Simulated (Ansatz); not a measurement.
# Direct or indirect: TaSF3 sheet (Pmmm)

```xyz
5
Lattice="4.0886 0.0000 0.0000 4.0886 4.7680 0.0000 0.0000 0.0000 18.7700" Properties=species:S:1:pos:R:3 pbc="T T T"
Ta    0.0000    0.0000    9.3850
S     4.0886    2.3840    9.3850
F     0.0000    0.0000   11.2713
F     2.0443    0.0000    9.3850
F     0.0000    0.0000    7.4987
```

Method: Ansatz, PBE, independent particles, without spin-orbit coupling, line width 0.05 eV (Gaussian). The band structure gives a fundamental gap of 0.49 eV. The spectrum of vertical transitions near the edge:

| E (eV) | absorbance (%), E ∥ x | absorbance (%), E ∥ y |
| --- | --- | --- |
| 0.00 | 0.00 | 0.00 |
| 0.12 | 0.00 | 0.00 |
| 0.24 | 0.00 | 0.00 |
| 0.36 | 0.00 | 0.01 |
| 0.48 | 0.00 | 2.54 |
| 0.60 | 0.02 | 5.00 |
| 0.72 | 0.05 | 4.13 |
| 0.84 | 0.10 | 3.56 |
| 0.96 | 0.14 | 3.17 |
| 1.08 | 0.18 | 2.89 |
| 1.20 | 0.23 | 2.69 |
| 1.32 | 0.27 | 2.54 |
| 1.44 | 0.33 | 2.44 |
| 1.56 | 0.52 | 2.37 |
| 1.68 | 0.54 | 2.32 |
| 1.80 | 0.55 | 2.29 |
| 1.92 | 0.56 | 2.28 |
| 2.04 | 0.58 | 2.30 |
| 2.16 | 0.59 | 2.33 |
| 2.28 | 0.61 | 2.39 |
| 2.40 | 0.63 | 2.48 |
| 2.52 | 0.64 | 2.62 |
| 2.64 | 0.66 | 4.39 |
| 2.76 | 0.76 | 17.16 |

Problem. Is the gap direct or indirect, and about where do vertical transitions set in?

Solution. Direct: the band path has its least direct gap at the fundamental one, 0.49 eV, and the curves rise from there. Lines are broadened by 0.05 eV, which spreads the edge. Along the first axis the transitions at the gap are weak, so the curve there climbs slowly.

Note: cells built here by substitution need not match a known phase.

[Logs are printed without paths, hosts, clocks, repeated set-up lines and the standing remarks that a program may print on its own settings, such as how far it seeks lower states.]
